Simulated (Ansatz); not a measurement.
Consider Sb2Ru (Pnnm).

Symmetry: Pnnm, No. 58, orthorhombic system. Conventional cell: a = 5.951 Å, b = 6.674 Å, c = 3.179 Å, α = 90.00°, β = 90.00°, γ = 90.00°. Nearest to Sb lie 3 Ru at 2.63 to 2.65 Å and 1 Sb at 2.86 Å. Nearest to Ru lie 6 Sb at 2.63 to 2.65 Å. Farther neighbours are not listed.

```cif
data_structure
_symmetry_space_group_name_H-M 'P 1'
_symmetry_Int_Tables_number 1
_cell_length_a 5.9514
_cell_length_b 6.6743
_cell_length_c 3.1790
_cell_angle_alpha 90.000
_cell_angle_beta 90.000
_cell_angle_gamma 90.000
_cell_volume 126.27
loop_
_atom_site_label
_atom_site_type_symbol
_atom_site_fract_x
_atom_site_fract_y
_atom_site_fract_z
_atom_site_occupancy
Sb1 Sb 0.18120 0.35900 0.00000 1
Sb2 Sb 0.81880 0.64100 0.00000 1
Sb3 Sb 0.68120 0.14100 0.50000 1
Sb4 Sb 0.31880 0.85900 0.50000 1
Ru5 Ru 0.00000 0.00000 0.00000 1
Ru6 Ru 0.50000 0.50000 0.50000 1
```

The cell and positions come from the Crystallography Open Database and are kept as given unless a step says otherwise. Spin-orbit coupling is left out unless a run names it.

Gaps computed with Ansatz 0.2.0 without a self-energy: r2SCAN 0.17 eV and HSE06+SOC 0.52 eV.

Estimate the G0W0@r2SCAN gap with 4×4×6 mesh, 1272 empty bands, screening to 270 eV, hard PAW files.

About 0.65 eV: on its mesh the run moves the gap from 0.23 eV by +0.47 eV, and the mesh misses the edges by 0.06 eV. Bands and cutoff are finite, so the gap is not at the basis limit. The miss can reach some tenths of an eV and take either sign; the mesh is an error of its own. The 4×4×6 mesh is coarse for this cell (its supercell is 19 Å along the shortest edge). The RPA ε∞ on it, from the r2SCAN start, is 16.78, 20.52 and 26.16; such meshes misread the long-range screening, most where the gap is narrow. The runs have no spin polarisation. For a closed low-spin shell that is the natural state; where a d or f shell is open it is a constraint, and the gap is then not the crystal's own. With d states at the gap, one-shot GW leans hard on its start. The many-body steps are scalar-relativistic: spin-orbit coupling is not in them.

[Paths, hosts, dates, memory and timing lines, banners, echoed tables and standing remarks are left out of the program output.]

[Logs are printed without paths, hosts, clocks, repeated set-up lines and the standing remarks that a program may print on its own settings, such as how far it seeks lower states.]

[Runs of the session that timed out or met a known fault of the program may be left out.]

[Cells called generated may have been cut or substituted from an entry of the Crystallography Open Database or the Materials Project.]

[Hosts, paths, dates, database ids (printed as entryN), source tags and the programs' standing remarks are cut or masked in the printed files.]
